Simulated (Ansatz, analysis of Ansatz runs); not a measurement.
## MnGeO3 (C2/c): does an added hole stay on Mn?

Question: does an added hole stay on the Mn atom where it is started in MnGeO3 (C2/c), and if so, how high is the barrier for a hop to another Mn site nearby? Model: a cell of 80 host atoms.

Program: Ansatz 0.2.0. Level of theory: plane-wave PAW DFT, PBEsol+U; relaxation of all atoms of a supercell at fixed charge in a uniform background; PAW set soft_1. Results are calculated unless marked as measured.

## (1) Set-up

The cell holds 80 atoms: 16 Mn, 16 Ge and 48 O. Its edges and angles: a = 10.695 Å, b = 10.289 Å, c = 13.613 Å, α = 50.9°, β = 58.5°, γ = 80.9°. It derives from MnGeO3 (space group C2/c). Nearest the centre at fractional (0.580, 0.670, 0.330): O33 at 1.41 Å, O39 at 1.41 Å, Mn11 at 1.73 Å, Mn13 at 1.73 Å, O59 at 2.62 Å, O61 at 2.62 Å, Mn3 at 2.64 Å, Mn2 at 2.64 Å.

Hubbard terms: Mn d 4.5 eV. They were chosen, not fitted, to curb self-interaction in the shells named, the trial site's among them. The two sites are Mn13 and Mn11. The cell's shortest repeat is 10.3 Å. The host's moments were started antiferromagnetic in the unit cell, high spin; both sites carry the same spin direction.

## (2) The cell without the carrier

The neutral cell is relaxed first, from small random displacements, so that bond lengths and moments with the carrier can be set beside those of a relaxed cell without it.

File neutral.relax/input.yaml:

```yaml
crystal:
  lattice:
    - [-1.04528671, 9.29864865, 5.17964482]
    - [8.89762811, 0.0, 5.16749044]
    - [9.94291481, 9.29864865, -0.01215438]
  atoms:
    - { symbol: Mn, position: [0.327211, 0.422789, 0.077211], spin: 5.0 }
    - { symbol: Mn, position: [0.327211, 0.422789, 0.577211], spin: 5.0 }
    - { symbol: Mn, position: [0.827211, 0.922789, 0.077211], spin: 5.0 }
    - { symbol: Mn, position: [0.827211, 0.922789, 0.577211], spin: 5.0 }
    - { symbol: Mn, position: [0.013697, 0.736303, 0.263697], spin: 5.0 }
    - { symbol: Mn, position: [0.013697, 0.736303, 0.763697], spin: 5.0 }
    - { symbol: Mn, position: [0.513697, 0.236303, 0.263697], spin: 5.0 }
    - { symbol: Mn, position: [0.513697, 0.236303, 0.763697], spin: 5.0 }
    - { symbol: Mn, position: [0.172789, 0.077211, 0.422789], spin: -5.0 }
    - { symbol: Mn, position: [0.172789, 0.077211, 0.922789], spin: -5.0 }
    - { symbol: Mn, position: [0.672789, 0.577211, 0.422789], spin: -5.0 }
    - { symbol: Mn, position: [0.672789, 0.577211, 0.922789], spin: -5.0 }
    - { symbol: Mn, position: [0.486303, 0.763697, 0.236303], spin: -5.0 }
    - { symbol: Mn, position: [0.486303, 0.763697, 0.736303], spin: -5.0 }
    - { symbol: Mn, position: [0.986303, 0.263697, 0.236303], spin: -5.0 }
    - { symbol: Mn, position: [0.986303, 0.263697, 0.736303], spin: -5.0 }
    - { symbol: Ge, position: [0.413723, 0.803856, 0.49417] }
    - { symbol: Ge, position: [0.413723, 0.803856, 0.99417] }
    - { symbol: Ge, position: [0.913723, 0.303856, 0.49417] }
    - { symbol: Ge, position: [0.913723, 0.303856, 0.99417] }
    - { symbol: Ge, position: [0.24417, 0.03825, 0.163723] }
    - { symbol: Ge, position: [0.24417, 0.03825, 0.663723] }
    - { symbol: Ge, position: [0.74417, 0.53825, 0.163723] }
    - { symbol: Ge, position: [0.74417, 0.53825, 0.663723] }
    - { symbol: Ge, position: [0.086277, 0.696144, 0.00583] }
    - { symbol: Ge, position: [0.086277, 0.696144, 0.50583] }
    - { symbol: Ge, position: [0.586277, 0.196144, 0.00583] }
    - { symbol: Ge, position: [0.586277, 0.196144, 0.50583] }
    - { symbol: Ge, position: [0.25583, 0.46175, 0.336277] }
    - { symbol: Ge, position: [0.25583, 0.46175, 0.836277] }
    - { symbol: Ge, position: [0.75583, 0.96175, 0.336277] }
    - { symbol: Ge, position: [0.75583, 0.96175, 0.836277] }
    - { symbol: O, position: [0.466023, 0.676275, 0.442139] }
    - { symbol: O, position: [0.466023, 0.676275, 0.942139] }
    - { symbol: O, position: [0.966023, 0.176275, 0.442139] }
    - { symbol: O, position: [0.966023, 0.176275, 0.942139] }
    - { symbol: O, position: [0.192139, 0.165563, 0.216023] }
    - { symbol: O, position: [0.192139, 0.165563, 0.716023] }
    - { symbol: O, position: [0.692139, 0.665563, 0.216023] }
    - { symbol: O, position: [0.692139, 0.665563, 0.716023] }
    - { symbol: O, position: [0.033977, 0.823725, 0.057861] }
    - { symbol: O, position: [0.033977, 0.823725, 0.557861] }
    - { symbol: O, position: [0.533977, 0.323725, 0.057861] }
    - { symbol: O, position: [0.533977, 0.323725, 0.557861] }
    - { symbol: O, position: [0.307861, 0.334437, 0.283977] }
    - { symbol: O, position: [0.307861, 0.334437, 0.783977] }
    - { symbol: O, position: [0.807861, 0.834437, 0.283977] }
    - { symbol: O, position: [0.807861, 0.834437, 0.783977] }
    - { symbol: O, position: [0.379349, 0.998206, 0.381657] }
    - { symbol: O, position: [0.379349, 0.998206, 0.881657] }
    - { symbol: O, position: [0.879349, 0.498206, 0.381657] }
    - { symbol: O, position: [0.879349, 0.498206, 0.881657] }
    - { symbol: O, position: [0.131657, 0.990788, 0.129349] }
    - { symbol: O, position: [0.131657, 0.990788, 0.629349] }
    - { symbol: O, position: [0.631657, 0.490788, 0.129349] }
    - { symbol: O, position: [0.631657, 0.490788, 0.629349] }
    - { symbol: O, position: [0.120651, 0.501794, 0.118343] }
    - { symbol: O, position: [0.120651, 0.501794, 0.618343] }
    - { symbol: O, position: [0.620651, 0.001794, 0.118343] }
    - { symbol: O, position: [0.620651, 0.001794, 0.618343] }
    - { symbol: O, position: [0.368343, 0.509212, 0.370651] }
    - { symbol: O, position: [0.368343, 0.509212, 0.870651] }
    - { symbol: O, position: [0.868343, 0.009212, 0.370651] }
    - { symbol: O, position: [0.868343, 0.009212, 0.870651] }
    - { symbol: O, position: [0.248835, 0.669334, 0.187986] }
    - { symbol: O, position: [0.248835, 0.669334, 0.687986] }
    - { symbol: O, position: [0.748835, 0.169334, 0.187986] }
    - { symbol: O, position: [0.748835, 0.169334, 0.687986] }
    - { symbol: O, position: [0.437986, 0.143845, 0.498835] }
    - { symbol: O, position: [0.437986, 0.143845, 0.998835] }
    - { symbol: O, position: [0.937986, 0.643845, 0.498835] }
    - { symbol: O, position: [0.937986, 0.643845, 0.998835] }
    - { symbol: O, position: [0.251165, 0.830666, 0.312014] }
    - { symbol: O, position: [0.251165, 0.830666, 0.812014] }
    - { symbol: O, position: [0.751165, 0.330666, 0.312014] }
    - { symbol: O, position: [0.751165, 0.330666, 0.812014] }
    - { symbol: O, position: [0.062014, 0.356155, 0.001165] }
    - { symbol: O, position: [0.062014, 0.356155, 0.501165] }
    - { symbol: O, position: [0.562014, 0.856155, 0.001165] }
    - { symbol: O, position: [0.562014, 0.856155, 0.501165] }
basis:
  ecutwfc: 420
  xc_grid: 2
hamiltonian:
  xc: pbesol
  hubbard:
    sites: [{ species: Mn, l: d, u_eff: 4.5 }]
    projectors: ortho-atomic
  pseudopotentials: { kind: paw, azcp: { folder: soft_1 }, xc_functional: pbe }
kpoints:
  mp_grid: { grid: [1, 1, 1] }
magnetization:
  spin_polarized: true
  initial_magnetization: 0
  spin_locking: { lock_magnetization: hard }
scf:
  occupations: { method: fermi_dirac, width: 0.01 }
  max_iter: 120
  lower_state_search: "off"
output:
  forces: true
relax:
  f_tol: 0.02
  max_steps: 70
  random_displacement: { amplitude: 0.04, seed: 9478 }
checkpoint:
  write: "../neutral.relax.run"
  compress: false
  write_wavefunctions: true
  write_every: 100000
```

The run is started by

```console
> ansatz run input.yaml --threads 32 --pin off --max-ram 84787MiB --backend cuda --events-out ev --progress --plain --runs-dir out --max-vram 78GiB
```

Numbers of over 12 decimals in the logs are rounded to 6 here.

What it wrote:

```text
[... repeated set-up lines and file paths are left out, and long positions are rounded to six places ...]
Engine: ansatz 0.2.0, aarch64-unknown-linux-gnu
Pseudopotentials: kind: paw
Pseudopotential: Mn, paw, valence charge 15, recommended cutoff 420 eV (normal), soft_1/Mn.paw.azcp
Pseudopotential: Ge, paw, valence charge 14, recommended cutoff 420 eV (normal), soft_1/Ge.paw.azcp
Pseudopotential: O, paw, valence charge 6, recommended cutoff 420 eV (normal), soft_1/O.paw.azcp
Functional definition: PBEsol
  exchange = pbesol_x
  correlation = pbesol_c
[...]
Crystal: 80 atoms, lattice volume = 957.539 Å³
Basis set: ecut = 420 eV, 18701 PW (Γ), exchange–correlation on 144×144×192 points (8 copies of the dense FFT grid, shifted against one another)
Bands: 456, of which v1, the nominal top of the filled ones, is band 376 counted from 1 (375 counted from 0)
Symmetry: 1 space group operations
k-points: 1
Non-local potential: Mn, projectors of the file, l = 0: 3, l = 1: 2, l = 2: 3, l = 3: 1
Non-local potential: Ge, projectors of the file, l = 0: 2, l = 1: 2, l = 2: 3, l = 3: 1
Non-local potential: O, projectors of the file, l = 0: 2, l = 1: 2, l = 2: 1
PAW form: soft (Blöchl's): semilocal exchange-correlation on the pseudo side does not see the compensation charge
PAW frozen core: Mn, regenerated for the run's functional, and the local potential with it (the file was generated under x = pbe(κ = 0.804, μ = 0.219515), c = pbe(β = 0.066725))
[...]
--- Per-component energies (eV) ---
  E_band       = -7735.242514
  E_kinetic    = 14539.325463
  E_local      = -90468.418063  (includes V_loc(G=0)·N_el)
  E_nonlocal   = 13710.872547
  E_hartree    = 37423.234490
  E_xc         = -6176.771323
  E_vxc        = -7511.832072  (∫ρ·V_xc dr)
  E_hubbard    = 9.016577  (on-site DFT+U / exact-exchange correction)
  E_vhub       = -169.474847  (the Hubbard potential's part of the band-sum identity)
  E_paw        = -60085.765139  (= ΣΔE_a)
  E_vpaw       = -12682.219431  (= ΣTr[D̂ρ^β])
  E_aug_tail   = 0.038441  (compensation charges beyond the density's cutoff)
  E_ewald      = -65836.227243
  E_core_change = 19.095234  (= ΣΔE_core)
  E_smearing   = -0.000000  (= −TS)
  E_closure    = 0.000000  (closes the sum)
  Σ components = -156865.599016   (vs F -156865.599016, Δ=0.00e0)
--- Forces (eV/Å), atoms counted from 1 ---
  atom   1  Mn    -0.00001914    -0.00044213     0.00035417
  atom   2  Mn    -0.00003719    -0.00015917    -0.00002985
  atom   3  Mn    -0.00055782    -0.00022041    -0.00017483
  [... 3 atoms left out ...]
  [... 74 more lines of this table ...]
  max |Σ_I F_I| component: 8.73e-5 eV/Å
--- Band table (eV) ---
  k-point 0 ↑: bands = ["-71.7373", "-71.7371", "-71.7369", "-71.7368", "-71.3867", "-71.3866", "-71.3865", "-71.3865", "-66.7303", [... rest cut ...]
  k-point 0 ↓: bands = ["-71.7372", "-71.7368", "-71.7368", "-71.7368", "-71.3870", "-71.3865", "-71.3865", "-71.3864", "-66.7304", [... rest cut ...]
Occupation matrices written to <dir>
--- Relaxed structure (5 steps of the walk, 5 accepted, 0 SCFs on fresh bases) ---
  F+E_penalty+E_count = -156865.59901643 eV   max|allowed force component| = 1.972e-3 eV/Å
  atoms:
    - { symbol: Mn, position: [0.327574, 0.423180, 0.076816] }
    - { symbol: Mn, position: [0.327569, 0.423190, 0.576798] }
    - { symbol: Mn, position: [0.827585, 0.923187, 0.076794] }
    [... 3 atoms left out ...]
  [... 74 more lines of this table ...]
[key lines of the parts left out:]
SCF converged after 7 iterations
Magnetization: 0.0000 μB (376.0000 up, 376.0000 down)
Free energy (F): -156865.599016 eV
Fermi energy:    9.011137 (↑ 9.011124, ↓ 9.011151) eV
```

Wall time 7 s (1 × NVIDIA GB200 with 32 threads of Arm Neoverse V2, shared host); peak memory 1.7 GiB; 27 s of CPU time.

The largest displacement from an ideal site is 0.008 Å.

(Part 1 of 2 ends here.)

[Logs are printed without paths, hosts, clocks, repeated set-up lines and the standing remarks that a program may print on its own settings, such as how far it seeks lower states.]

[Hosts, paths, dates, database ids (printed as entryN), source tags and the programs' standing remarks are cut or masked in the printed files.]
